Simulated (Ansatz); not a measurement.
# Lattice dynamics of LiTaS3 (model cell, started as cubic perovskite with Ta in the octahedra), part 2 of 2

The cell of LiTaS3 (model cell, started as cubic perovskite with Ta in the octahedra) is at rest. What are its phonons? After the zone centre comes a 2×2×2 q mesh on a 8×8×8 k mesh.

Ansatz 0.2.0; DFT PBEsol, scalar-relativistic, plane waves, PAW; PAW set soft_1.

So far. Step 2 (Modes at Γ): Before it was imposed, the acoustic sum rule was missed by 5.0e-5 eV/Å². Small misses are needed for a sound result but don't prove that mesh and cutoff are converged. The lowest optical mode is imaginary, 176.6i cm⁻¹, so the energy falls along it.

The structure was built from a prototype and need not be the compound's stable phase.

## Step 3: Phonons on a q mesh

Stability and thermal properties need the whole zone. Linear response on a 2×2×2 q mesh gives force constants as far as a supercell of that size would.

input.yaml

```yaml
crystal:
  lattice:
    - [4.7703316616, 0.0, 0.0]
    - [0.0, 4.7703316616, 0.0]
    - [0.0, 0.0, 4.7703316616]
  atoms:
    - { symbol: Li, position: [0.0, 0.0, 0.0] }
    - { symbol: Ta, position: [0.5, 0.5, 0.5] }
    - { symbol: S, position: [0.5, 0.5, 0.0] }
    - { symbol: S, position: [0.5, 0.0, 0.5] }
    - { symbol: S, position: [0.0, 0.5, 0.5] }
kpoints:
  mp_grid: { grid: [8, 8, 8] }
hamiltonian:
  xc: pbesol
  pseudopotentials: { kind: paw, azcp: { folder: soft_1 }, xc_functional: pbe }
scf:
  occupations: { method: methfessel_paxton, width: 0.2 }
output:
  eigenvalues: true
phonons:
  method: dfpt
  qmesh: [2, 2, 2]
  temperatures: { t_max: 1000, t_step: 50 }
  qpath:
    path:
      - [[0.0, 0.0, 0.0], [0.0, 0.5, 0.0], [0.5, 0.5, 0.0], [0.0, 0.0, 0.0], [0.5, 0.5, 0.5], [0.0, 0.5, 0.0]]
      - [[0.5, 0.5, 0.5], [0.5, 0.5, 0.0]]
    npoints: 10
```

The run is started by

```console
$ ansatz run input.yaml --threads 8 --pin off --max-ram 16384MiB --backend cpu --events-out ev --progress --plain --runs-dir out
```

Numbers of over 12 decimals in the logs are rounded to 6 here.

The log of the run:

```text
[...]
Crystal: 5 atoms, lattice volume = 108.554 Å³
Basis set: ecut = 420 eV, 2103 PW (Γ), exchange–correlation on 64×64×64 points (8 copies of the dense FFT grid, shifted against one another)
Bands: 22, of which v1, the nominal top of the filled ones, is band 17 counted from 1 (16 counted from 0)
Symmetry: 48 space group operations
k-points: 35 of 512
[...]
SCF iter   1: F=—  HF=-12669.310955 eV  |F-HF|=—  |Δ(HF+E_count)|=         —  Δρ=3.06e-2  dr2=1.79e0  ethr=3.10e-3  ⟨swp⟩=6.1  Hψ=4118  notcnv=0
[...]
SCF iter  11: F=-12668.911948 eV  HF=-12668.911948 eV  |F-HF|=1.82e-12  |Δ(HF+E_count)|=  2.62e-10  S|Δr|=    0.00e0  Δρ=7.98e-8  dr2=7.69e-12  ethr=1.00e-12  ⟨swp⟩=9.4  Hψ=4683  notcnv=0
SCF 1 converged in 11 iterations: F = -12668.911948 eV  dr2 = 7.69e-12
[...]
iter 1 solved again at ethr=1.74e-6 eV; its pass at ethr=3.10e-3 eV (dr2=5.93e-4 eV) is discarded
SCF iter   1: F=—  HF=-12668.911948 eV  |F-HF|=—  |Δ(HF+E_count)|=         —  Δρ=2.21e-6  dr2=3.69e-9  ethr=1.74e-6  ⟨swp⟩=3.1  Hψ=6149  notcnv=0
eigensolver tolerance schedule: the retry pair's looser diagonalisation over-reported the residual by 160849.10 of it (diagonalisation noise at an unbounded share of the residual, at the tolerance the schedule requests for it); recorded, not acted on — ethr = c·dr2/N_el stays at c = 1.0e-1
[...]
SCF iter   2: F=—  HF=-12668.911948 eV  |F-HF|=—  |Δ(HF+E_count)|=   7.74e-7  S|Δr|=    0.00e0  Δρ=2.53e-6  dr2=5.62e-9  ethr=1.08e-11  ⟨swp⟩=4.6  Hψ=2260  notcnv=0
[...]
SCF iter   6: F=-12668.911948 eV  HF=-12668.911948 eV  |F-HF|=3.64e-12  |Δ(HF+E_count)|=  6.00e-11  S|Δr|=    0.00e0  Δρ=3.41e-8  dr2=8.42e-13  ethr=1.00e-12  ⟨swp⟩=2.1  Hψ=2437  notcnv=0
SCF 2 converged in 6 iterations: F = -12668.911948 eV  dr2 = 8.42e-13
phonons: the bands overlap, so this run is a metal and interpolates without the dipole-dipole term. If the crystal is really an insulator or semiconductor, its LO-TO splitting is missing
NSCF: frozen V_eff on 35 k-points
WARN: eigensolver did not converge in 12 slots of this pass, the one above among them; of largest residual over every band (k=31): 1 band(s) unlocked (lowest unlocked band 21, counted from 0; max residual 1.36e-2 eV among the unlocked bands, 1.36e-2 eV over every band); of lowest unlocked band (k=0): band 21
[...]
DFPT response loops at q = (0, 0, 0) (fractional): preconditioner auto → Kerker (q_TF=auto, 2.248 Å⁻¹) (partly filled bands, converged f_vac=0.016); β = 1.00, the filter's whole step (`scf.mixing.beta` (0.50) is not read by the response loops under this deck's `scf.mixing.preconditioner`; to damp them name `kerker` or `kerker_dos`, under which they read `scf.mixing.beta`, and type it under 1.00, their step now; both keys bind the ground state too); Broyden in place of MSR1
[...]
SCF converged after 11 iterations
[...]
Free energy (F): -12668.911948 eV
[...]
Internal energy: -12668.915412 eV  (E = F + TS)
E sigma→0 (E₀):  -12668.912814 eV
Entropy (-TS):   0.003463 eV (0.693 meV/atom)
Fermi energy:    6.144725 eV
[...]
--- Band table (eV; the first three rows and the last of 35) ---
  k-point 0: bands = [... 13 lower, 4.8180, 5.4032, 5.4032, 5.4032, 5.4200, 5.4200, 5.4200, 8.1426, ... 1 higher]
  k-point 1: bands = [... 13 lower, 4.7381, 4.8152, 5.2177, 5.2177, 5.4287, 6.2613, 6.2613, 8.1517, ... 1 higher]
  k-point 2: bands = [... 13 lower, 3.9793, 4.5576, 5.2257, 5.2257, 5.4498, 7.2693, 7.2693, 8.1702, ... 1 higher]
  k-point 34: bands = [... 13 lower, 1.2156, 6.2480, 6.2480, 6.2480, 8.4899, 8.8941, 8.8941, 8.8941, ... 1 higher]
--- Phonons (Γ-DFPT): 4 representative perturbations + reference (Σ response iterations 12) ---
  ASR residual: 2.978e-5 → 0.000e0 eV/Å²; symmetrization residual: 8.643e-7 eV/Å²
  ASR residual per site (eV/Å²): 4.76e-6 2.98e-5 2.04e-5 2.04e-5 2.04e-5
[...]
--- Phonons (arbitrary-q DFPT): 4 irreducible q on the 2×2×2 mesh ---
  q = [0.0000, 0.0000, 0.0000] (star 1, of the zone-centre solve; hermiticity 1.33e-7, symmetrization 5.99e-14): -176.61 -176.61 -176.61 -0.00 0.00 0.00 40.43 40.43 40.43 56.86 56.86 56.86 363.09 363.09 363.09
  q = [0.0000, 0.0000, -0.5000] (star 3, 9 solved perturbations in 975 linear systems a pass and spin channel, the states on 125 of 512 k-point pairs; hermiticity 2.01e-7, symmetrization 2.22e-8): -169.66 -169.66 -134.73 -25.44 -25.44 52.85 52.85 95.38 123.61 135.94 135.94 193.71 360.05 360.05 456.92
[...]
sum rule: each row above includes the acoustic sum rule's correction from the zone centre's row sums; it moved no ω² by more than (0.43 cm⁻¹)²
  mesh force constants: q→R imaginary residual 2.40e-18; ASR residual 2.978e-5 → 0.000e0 eV/Å²; symmetrization residual 1.243e-14 eV/Å²
  interpolated dispersion: 62 rows × 15 modes
  density of states and harmonic sums: on the 14×14×14 q-mesh, interpolated from the force constants of a 2×2×2 supercell (no non-analytic term)
  largest difference from the sums on the solved wave vectors: F 2.26e-1 eV, S 3.00e-4 and C_V 7.60e-5 eV/K
  zero-point energy: 0.120400 eV/cell   skipped modes (ω ≤ 0): 575, of them read as no rigid motion or as one in doubt: 572 (4.630e0 modes/cell left out, lowest -176.61 cm⁻¹)   left out of the sums: 3.09e-1 of the cell's modes: C_V's classical limit lies that fraction below 3 k_B per atom; for a crystal, a wire or a layer, F and S can be off by more, and a phonons.interpolated_qmesh denser along its periods is the remedy for the sampling
```

The job ended after 66 s (8 threads of Arm Neoverse V2, shared host; peak memory 1.1 GiB; 8.2 min of CPU time).

Numbers from this step:

- sum-rule residual before enforcement: 2.98e-5 eV/Å²
- lowest frequency on the path: -176.6 cm⁻¹
- highest frequency on the path or at a solved wavevector: 516.2 cm⁻¹
- lowest mode on the q mesh (acoustic modes at Γ apart): -176.6 cm⁻¹

Frequencies (cm⁻¹) solved at each irreducible wavevector; negative means imaginary. Frequencies by wavevector, by row:

```tsv
q in reciprocal lattice units	star	mode 1	mode 2	mode 3	mode 4	mode 13	mode 14	mode 15
0 0 0	1	-176.6	-176.6	-176.6	0	363.1	363.1	363.1
0 0 -0.5	3	-169.7	-169.7	-134.7	-25.4	360.1	360.1	456.9
0 -0.5 -0.5	3	-164.4	-164.4	-159.5	-130.8	204.7	357.5	490.9
-0.5 -0.5 -0.5	1	-167.5	-167.5	-167.5	-142.8	202.9	202.9	516.2
```

Interpolated from a 2×2×2 q mesh. The phonon branches at the labelled points (cm⁻¹):

```tsv
point	branch 1	branch 2	branch 3	branch 4	branch 12	branch 13	branch 14	branch 15
Γ	-177	-177	-177	0	57	363	363	363
halfway	-173	-173	-155	-14	140	362	362	409
X	-170	-170	-135	-25	194	360	360	457
halfway	-167	-165	-153	-82	200	288	359	477
M	-164	-164	-160	-131	197	205	358	491
halfway	-169	-164	-161	-59	170	323	361	447
Γ	-177	-177	-177	0	57	363	363	363
halfway	-164	-164	-163	-63	176	299	299	480
R	-168	-168	-168	-143	203	203	203	516
halfway	-166	-165	-160	-89	203	242	272	501
X	-170	-170	-135	-25	194	360	360	457
jump to R	-168	-168	-168	-143	203	203	203	516
halfway	-166	-166	-164	-130	197	204	222	512
M	-164	-164	-160	-131	197	205	358	491
```

Tetrahedra on a 14×14×14 mesh, mean over bins of 10 cm-1. Interpolated from a 2×2×2 q mesh. The phonon density of states by wavenumber; read off at these points:

```tsv
wavenumber (cm⁻¹)	phonon density of states (1/cm⁻¹/cell)
-175	0.0263
-165	0.221
-145	0.0111
-105	0.0138
-75	0.0132
-45	0.0087
-15	0.0154
25	0.0245
55	0.0373
85	0.0412
125	0.0433
155	0.0418
185	0.0423
195	0.0516
215	0.00646
255	0.00596
285	0.00774
315	0.0109
355	0.0423
385	0.0011
415	0.00242
445	0.0054
485	0.0150
515	0.00783
```

The partial phonon density of states has structure finer than the step of the table below, so its rows give means over 20 cm⁻¹, whole bins alone (the curve runs from -187 to 542 cm⁻¹). Peaks (cm⁻¹: height): Li -163.7: 0.164; S -99.6: 0.0206, -67.5: 0.0247, 24.1: 0.0142, 129.4: 0.0307, 198.1: 0.0455, 353.8: 0.0333, 486.6: 0.0146; Ta -26.3: 0.0104, 24.1: 0.0183, 79.0: 0.0183, 106.5: 0.0199, 129.4: 0.0178, 161.5: 0.0218.

Phonopy on the run's constants, 13x13x13 mesh, Gaussian sigma 5.2 cm-1. Interpolated from a 2×2×2 q mesh. Table of partial phonon density of states by wavenumber; means over each step; values in 1/cm⁻¹/cell:

```tsv
wavenumber (cm⁻¹)	Li	S	Ta
-160	0.104	0.00222	9.8e-4
-140	0.00824	0.00204	1.7e-4
-120	1.5e-4	0.0122	4.7e-5
-100	6.5e-5	0.0155	1.9e-4
-80	5.7e-5	0.0122	3.2e-4
-60	8.7e-5	0.0139	5.8e-4
-40	2.5e-5	0.00491	0.00278
-20	6.3e-5	0.00807	0.00758
0	5.3e-5	0.00441	0.00313
20	1.8e-4	0.0110	0.0132
40	1.6e-4	0.0120	0.00608
60	2.1e-4	0.0230	0.00826
80	2.9e-4	0.0248	0.0152
100	3.8e-4	0.0258	0.0147
120	4.2e-4	0.0257	0.0150
140	5.7e-4	0.0280	0.0154
160	6.7e-4	0.0234	0.0199
180	7.5e-4	0.0282	0.0156
200	3.8e-4	0.0356	0.00701
220	2.8e-5	0.00628	5.2e-4
240	1.0e-5	0.00468	2.9e-4
260	1.5e-5	0.00660	3.3e-4
280	1.0e-5	0.00596	2.4e-4
300	1.2e-5	0.00912	3.3e-4
320	1.0e-5	0.0115	3.7e-4
340	1.0e-5	0.0180	5.5e-4
360	3.1e-6	0.0238	7.1e-4
380	0	0.00172	4.1e-5
400	0	0.00170	2.2e-5
420	0	0.00277	2.5e-5
440	1.2e-6	0.00475	3.0e-5
460	1.0e-5	0.00936	3.7e-5
480	4.9e-6	0.0133	3.9e-5
500	0	0.0124	2.7e-5
520	0	0.00430	4.2e-6
```

Symmetry leaves 4 wavevectors to solve. The lowest mode among them, the acoustic zeros apart, lies at Γ and is imaginary, 176.6i cm⁻¹, so the energy falls along it.

## Step 4: What came out

| Property | Result |
| --- | --- |
| space group (within 0.01 Å) | Pm-3m |
| volume per atom | 21.7 Å³ |
| electronic character | no gap on this mesh |
| highest optical mode at the zone centre (no LO-TO term) | 363 cm⁻¹ |
| lowest optical zone-centre mode | -177 cm⁻¹ |
| lowest mode on the q mesh (acoustic modes at Γ apart) | -177 cm⁻¹ |
| highest frequency on the path or at a solved wavevector | 516 cm⁻¹ |
| imaginary modes on the 2×2×2 q mesh | yes |

**Reading.** Modes are clearly imaginary (beyond 10i cm⁻¹) at 4 of the 4 irreducible wavevectors, most at Γ (176.6i cm⁻¹), so this structure is not a minimum of the energy. The optical modes at Γ span -177 to 363 cm⁻¹ (negative means imaginary). The highest mode in this list at Γ, 363.1 cm⁻¹, is mostly motion of S (97 % of the kinetic energy). With no gap, or one that is small against the smearing, the frequencies hang on the k mesh and the smearing, most of all near Kohn anomalies. Spin-orbit coupling is left out, which can matter for the heavy elements here. The PAW files were made for PBE and serve the other functionals too. A phonon run warned that its eigensolver left some bands unconverged in a pass. The starting cell was built on a prototype and not taken from a measurement, so the phase need not exist. These are harmonic frequencies at zero temperature: anharmonic shifts, linewidths and thermal expansion are left out.

[Logs are printed without paths, hosts, clocks, repeated set-up lines and the standing remarks that a program may print on its own settings, such as how far it seeks lower states.]

[Hosts, paths, dates, database ids (printed as entryN), source tags and the programs' standing remarks are cut or masked in the printed files.]
